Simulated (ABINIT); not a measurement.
**A GW chain in ABINIT: Cs2AgSbBr6 (Fm-3m)**

Aim: the G0W0 gap of Cs2AgSbBr6 (Fm-3m) on PBEsol, step by step.

Main program and level: ABINIT 10.8.3; PBEsol and many-body steps on it, plane waves.

**Experimental background.**

- Gap 2.18 eV: indirect optical gap from Tauc plot; photothermal deflection spectroscopy; film (solution-processed film on quartz, about 200 nm thick) (“Bandgap Lowering in Mixed Alloys of Cs2Ag(SbxBi1-x)Br6 Double Perovskite Thin Films”, 2020, arxiv:2007.00388).

Report form: the programs' logs are mostly left out.

## (1) The structure

The structure is cubic, space group Fm-3m (No. 225). The conventional cell has a = 11.379 Å, b = 11.379 Å, c = 11.379 Å, α = 90.00°, β = 90.00°, γ = 90.00°. Nearest to Cs lie 12 Br at 4.02 Å. Nearest to Ag lie 6 Br at 2.86 Å. Nearest to Sb lie 6 Br at 2.83 Å. Br has 1 Sb at 2.83 Å and 1 Ag at 2.86 Å and 4 Cs at 4.02 Å nearest. Farther neighbours and most contacts between anions are not listed.

The cell and positions are those that the Materials Project relaxed with its own functionals (PBE, PBE+U or r2SCAN), kept fixed. Spin-orbit coupling is left out unless a step names it.

## (2) Ground state

This step: ABINIT 10.8.3; DFT, PBEsol, plane waves, norm-conserving pseudopotentials.

The ground-state density comes first.

run.abi reads:

```
acell 3*1.0 Angstrom
rprim 
  0.000000000000 5.689253000000 5.689253000000
  5.689253000000 0.000000000000 5.689253000000
  5.689253000000 5.689253000000 0.000000000000
ntypat 4
znucl 55 47 51 35
natom 10
typat 1 1 2 3 4 4 4 4 4 4
xred 
  0.750000000000 0.750000000000 0.750000000000
  0.250000000000 0.250000000000 0.250000000000
  0.500000000000 0.500000000000 0.500000000000
  0.000000000000 0.000000000000 0.000000000000
  0.751554000000 0.248446000000 0.248446000000
  0.248446000000 0.248446000000 0.751554000000
  0.248446000000 0.751554000000 0.751554000000
  0.248446000000 0.751554000000 0.248446000000
  0.751554000000 0.248446000000 0.751554000000
  0.751554000000 0.751554000000 0.248446000000
pp_dirpath "pseudos"
pseudos "Cs.upf, Ag.upf, Sb.upf, Br.upf"
ecut 40
ngkpt 4 4 4
nshiftk 1
shiftk 0 0 0
kptopt 1
chksymbreak 0
nband 90
occopt 1
tolvrs 1e-08
nstep 60
prtwf 0
optforces 0
optstress 0
indata_prefix "in"
outdata_prefix "out"
tmpdata_prefix "tmp"
```

The run is started by

```console
OMP_NUM_THREADS=1 mpirun -n 8 abinit run.abi > log
```

Run time: 7.7 min. Hardware: 8 MPI ranks of Arm Neoverse V1, shared host; peak memory 2.7 GiB; 61 min of CPU time.

This step gave:

| Property | Result |
| --- | --- |
| total energy | -34463.0423 eV |
| gap | 0.8123 eV |
| k of the valence top | 0.5, 0.5, 0 |
| k of the conduction bottom | 0.5, 0, 0 |
| least direct gap | 1.965 eV |

The gap is indirect, with the least direct gap 1.15 eV higher.

## (3) Bands along the symmetry lines

The cheap functional maps the bands first; the places of the edges decide which points the dearer methods must see.

Changes to run.abi since step 2:

```diff
@@ -23,14 +23,34 @@
 ecut 40
-ngkpt 4 4 4
-nshiftk 1
-shiftk 0 0 0
-kptopt 1
-chksymbreak 0
-nband 90
-occopt 1
-tolvrs 1e-08
-nstep 60
+iscf -2
+irdden 1
+kptopt 0
+nkpt 20
+kpt 
+  0.00000000 0.00000000 0.00000000
+  0.16666667 0.00000000 0.16666667
+  0.33333333 0.00000000 0.33333333
+  0.50000000 0.00000000 0.50000000
+  0.54166667 0.08333333 0.54166667
+  0.58333333 0.16666667 0.58333333
+  0.62500000 0.25000000 0.62500000
+  0.37500000 0.37500000 0.75000000
+  0.25000000 0.25000000 0.50000000
+  0.12500000 0.12500000 0.25000000
+  0.00000000 0.00000000 0.00000000
+  0.16666667 0.16666667 0.16666667
+  0.33333333 0.33333333 0.33333333
+  0.50000000 0.50000000 0.50000000
+  0.50000000 0.41666667 0.58333333
+  0.50000000 0.33333333 0.66666667
+  0.50000000 0.25000000 0.75000000
+  0.50000000 0.16666667 0.66666667
+  0.50000000 0.08333333 0.58333333
+  0.50000000 0.00000000 0.50000000
+istwfk *1
+nband 88
+nbdbuf 2
+tolwfr 1e-08
+nstep 40
 prtwf 0
-optforces 0
-optstress 0
+prtvol 0
 indata_prefix "in"
```

Run time: 9.7 min. Hardware: 8 MPI ranks; peak memory 2 GiB.

This step gave:

```yaml
gap: 0.8123 eV
k_of_the_valence_top: 0.5, 0, 0.5
k_of_the_conduction_bottom: 0.5, 0.5, 0.5
least_direct_gap: 1.842 eV
```

The gap is 0.812 eV, as in the run before at this level.

The electronic bands at the labelled points (eV, zero at the top of the highest filled band):

```csv
point,band 78,band 79,band 80,band 81,band 82,band 83,band 84,band 85
Γ,-1.25,-1.25,-0.96,-0.96,1.89,1.89,1.89,3.39
X,-1.60,-1.26,-0.96,0.00,2.31,2.31,2.63,3.79
U,-1.57,-1.44,-1.21,-0.19,1.83,2.55,2.77,4.51
jump to K,-1.57,-1.44,-1.21,-0.19,1.83,2.55,2.77,4.51
Γ,-1.25,-1.25,-0.96,-0.96,1.89,1.89,1.89,3.39
L,-1.52,-1.36,-1.36,-1.17,0.81,3.14,3.14,4.70
W,-1.49,-1.49,-1.44,-0.10,2.11,2.49,2.49,4.67
X,-1.60,-1.26,-0.96,0.00,2.31,2.31,2.63,3.79
```

## (4) Empty states on the mesh, 2×2×2 mesh, 308 bands

The sums over transitions need many empty states on a uniform mesh; this step solves for them.

run.abi reads:

```
acell 3*1.0 Angstrom
rprim 
  0.000000000000 5.689253000000 5.689253000000
  5.689253000000 0.000000000000 5.689253000000
  5.689253000000 5.689253000000 0.000000000000
ntypat 4
znucl 55 47 51 35
natom 10
typat 1 1 2 3 4 4 4 4 4 4
xred 
  0.750000000000 0.750000000000 0.750000000000
  0.250000000000 0.250000000000 0.250000000000
  0.500000000000 0.500000000000 0.500000000000
  0.000000000000 0.000000000000 0.000000000000
  0.751554000000 0.248446000000 0.248446000000
  0.248446000000 0.248446000000 0.751554000000
  0.248446000000 0.751554000000 0.751554000000
  0.248446000000 0.751554000000 0.248446000000
  0.751554000000 0.248446000000 0.751554000000
  0.751554000000 0.751554000000 0.248446000000
pp_dirpath "pseudos"
pseudos "Cs.upf, Ag.upf, Sb.upf, Br.upf"
ecut 40
ngkpt 2 2 2
nshiftk 1
shiftk 0 0 0
kptopt 1
chksymbreak 0
iscf -2
irdden 1
istwfk *1
nband 308
nbdbuf 28
tolwfr 1e-09
nstep 60
prtvol 0
indata_prefix "in"
outdata_prefix "out"
tmpdata_prefix "tmp"
```

The run is started by

```console
OMP_NUM_THREADS=2 mpirun -n 3 abinit run.abi > log
```

Run time: 10 min. Hardware: 3 MPI ranks; peak memory 1 GiB.

Numbers from this step:

```
gap                                                           : 0.8123 eV
k of the valence top                                          : 0.5, 0.5, 0
k of the conduction bottom                                    : 0.5, 0, 0
least direct gap                                              : 1.981 eV
k points computed                                             : 3
lowest point of the top converged band, above the valence top : 33.51 eV
```

On this mesh the gap is 0.812 eV.

## (5) Screening, 2×2×2 mesh, 280 bands, screening to 89.8 eV

The RPA dielectric matrix is built and inverted for each q.

This step: RPA screening on PBEsol, plane waves, norm-conserving pseudopotentials.

Changes to run.abi since step 4:

```diff
@@ -28,10 +28,11 @@
 chksymbreak 0
-iscf -2
-irdden 1
 istwfk *1
-nband 308
-nbdbuf 28
-tolwfr 1e-09
-nstep 60
-prtvol 0
+occopt 1
+irdwfk 1
+optdriver 3
+nband 280
+ecuteps 3.3
+inclvkb 2
+awtr 1
+symchi 1
 indata_prefix "in"
```

The run is started by

```console
OMP_NUM_THREADS=1 mpirun -n 8 abinit run.abi > log
```

Elapsed: 7.4 min, on 8 MPI ranks; peak memory 16 GiB; 59 min of CPU time.

This step gave:

```yaml
eps_infinity_with_local_fields_on_this_mesh_along_the_program_s_q_direction: 6.623
the_same_without_local_fields: 7.808
plasma_frequency: 24.63 eV
plane_waves_in_the_screening_matrix: 725
```

Local fields lower ε∞ by 15 %. On a Γ-centred mesh this coarse the value itself is usually too large, while a short band sum pulls it down.

## (6) Self-energy, 2×2×2 mesh, 280 bands, screening to 89.8 eV

The self-energy is evaluated for the states that the input lists, and the levels follow from it, in one-shot runs by the linearised quasiparticle equation.

This step: G0W0 on PBEsol, plane waves, norm-conserving pseudopotentials.

Changes to run.abi since step 5:

```diff
@@ -31,8 +31,19 @@
 irdwfk 1
-optdriver 3
+optdriver 4
 nband 280
+gwcalctyp 0
+ecutsigx 40
+symsigma 1
+nkptgw 3
+kptgw 
+  0.5000000000 0.5000000000 0.0000000000
+  0.5000000000 0.0000000000 0.0000000000
+  0.0000000000 0.0000000000 0.0000000000
+bdgw 
+  80 83
+  79 84
+  80 84
 ecuteps 3.3
-inclvkb 2
-awtr 1
-symchi 1
+irdscr 1
+ppmodel 1
 indata_prefix "in"
```

Wall time 74 s (8 MPI ranks); peak memory 9.1 GiB.

This step gave:

```
G0W0 gap on the points computed              : 2.328 eV
starting gap on the mesh                     : 0.8123 eV
k of the valence top                         : 0.5, 0.5, 0
k of the conduction bottom                   : 0.5, 0, 0
Z at the valence top                         : 0.79
Z at the conduction bottom                   : 0.808
least direct G0W0 gap on the computed points : 3.598 eV
```

The gap on the mesh goes from 0.81 eV to 2.33 eV, a correction of +1.52 eV.

Limits: finite bands, cutoff and mesh; d shell near the gap, gap tends to lie low; no spin-orbit coupling; coarse k mesh. v1 is the top filled band, c1 the lowest empty one. Levels before and after the correction, in eV, zero at the valence-band top of each column:

```
           conduction bottom  valence top
Kohn-Sham               0.81         0.00
     G0W0               2.33         0.00
```

```csv
,level,energy (eV)
Kohn-Sham,(0.5 0.5 0) v2,-0.962
Kohn-Sham,(0.5 0.5 0) v1,0.000
Kohn-Sham,(0.5 0.5 0) c1-c2,2.314
Kohn-Sham,(0.5 0 0) v3-v2,-1.364
Kohn-Sham,(0.5 0 0) v1,-1.169
Kohn-Sham,(0.5 0 0) c1,0.812
Kohn-Sham,(0.5 0 0) c2-c3,3.144
G0W0,(0.5 0.5 0) v2,-1.101
G0W0,(0.5 0.5 0) v1,0.000
G0W0,(0.5 0.5 0) c1-c2,3.697
G0W0,(0.5 0 0) v3-v2,-1.847
G0W0,(0.5 0 0) v1,-1.270
G0W0,(0.5 0 0) c1,2.328
G0W0,(0.5 0 0) c2-c3,4.421
```

## (7) Where the time went

Times are wall times on the hardware named with each run, good to a factor of about two.

```
                          step     time  share  memory (GiB)
                  ground state  7.7 min   21 %           2.7
bands along the symmetry lines  9.7 min   27 %             2
      empty states on the mesh   10 min   28 %           1.0
                     screening  7.4 min   20 %            16
                   self-energy     74 s    3 %           9.1
```

## (8) Outcome

```
PBEsol gap           : 0.81 eV, indirect
G0W0 gap on the mesh : 2.33 eV
GW settings          : 2×2×2 mesh, 280 bands, screening to 89.8 eV, Godby-Needs plasmon pole
known limits         : not at the basis limit; d shell near the gap, gap tends to lie low; no spin-orbit coupling; coarse k mesh
```

G0W0 moves the gap on the mesh from 0.81 eV to 2.33 eV (+1.52 eV), with Z of 0.79 and 0.81 at the edges. Local fields lower the RPA ε∞ on this mesh from 7.81 to 6.62; a Γ-centred mesh this coarse tends to raise both, most where the direct gap is narrow, while a short band sum lowers them. Against experiment, by G0W0@PBEsol: the gap of 2.33 eV lies +0.15 eV from the measured 2.18 eV (indirect, 2020). The calculation has static nuclei and no excitons; a measured gap holds zero-point and thermal motion, which mostly lowers it. Bands and cutoff are finite, so the gap is not at the basis limit. The miss can reach some tenths of an eV and take either sign; the mesh is an error of its own. The 2×2×2 mesh is coarse for this cell, which bears on the long-range parts of exchange and screening. A d shell, filled or nearly so, lies near the gap. One-shot GW converges very slowly in bands there, not always from below, and on a semilocal start the gap tends to come out low; starts rich in exact exchange can overshoot instead. The many-body steps are scalar-relativistic: spin-orbit coupling is not in them.

[Paths, hosts, dates, memory and timing lines, banners, echoed tables and standing remarks are left out of the program output.]

[Logs are printed without paths, hosts, clocks, repeated set-up lines and the standing remarks that a program may print on its own settings, such as how far it seeks lower states.]

[Runs of the session that timed out or met a known fault of the program may be left out.]

[Hosts, paths, dates, database ids (printed as entryN), source tags and the programs' standing remarks are cut or masked in the printed files.]

[G0W0 gaps are taken among the corrected bands and points alone; a level outside them can change the order at an edge.]

[Where Ansatz stands beside ABINIT at settings called matched, ABINIT's density can come from a denser mesh and the files from another edition; pairs whose starting gaps differed by over 0.03 eV were left out, so agreement reads better than it is.]
